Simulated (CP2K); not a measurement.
Consider formyl fluoride at its PBE geometry (Å).

```xyz
4

F     1.2556   -0.2799   -0.0029
C    -0.0958    0.0075    0.0000
O    -0.9440   -0.8307   -0.0027
H    -0.2158    1.1030    0.0056
```

Method: CP2K XAS_TDP, all-electron GAPW, PBEh(45%), aug-cc-pVTZ, TDA, GW2X-corrected core level, no relativity.

Q: Where do the F K-edge lines lie, and how strong are they?

Leading lines: F1 685.65 eV. The leading line of an atom is its first one with 35 % of the strongest within 2.5 eV of its lowest line over the strength cut. Core ionisation energies at this level: F1 690.50 eV.

The first six lines of each atom with a strength over 0.0015:

| atom | energy (eV) | states | strength, one atom | above the computed threshold |
| --- | --- | --- | --- | --- |
| F1 (bonded to C) | 685.65 | 1 | 0.0129 |  |
|  | 687.71 | 1 | 0.0302 |  |
|  | 688.63 | 1 | 0.0020 |  |
|  | 689.84 | 1 | 0.0057 |  |
|  | 689.99 | 1 | 0.0088 |  |
|  | 692.08 | 1 | 0.0024 | yes |

Lines are vertical, at one geometry, with no vibrational structure. GW2X ionisation energies and lines can be off by 1 to 2 eV either way, and a good line position may hide errors that cancel. These values hold no scalar relativity, about 0.7 eV for F 1s. Rydberg lines, and the discretised continuum above threshold, depend on the basis and the box.

[Banner, clock and machine lines of the logs are left out without a mark of their own.]

[Logs are printed without paths, hosts, clocks, repeated set-up lines and the standing remarks that a program may print on its own settings, such as how far it seeks lower states.]

[Hosts, paths, dates, database ids (printed as entryN), source tags and the programs' standing remarks are cut or masked in the printed files.]
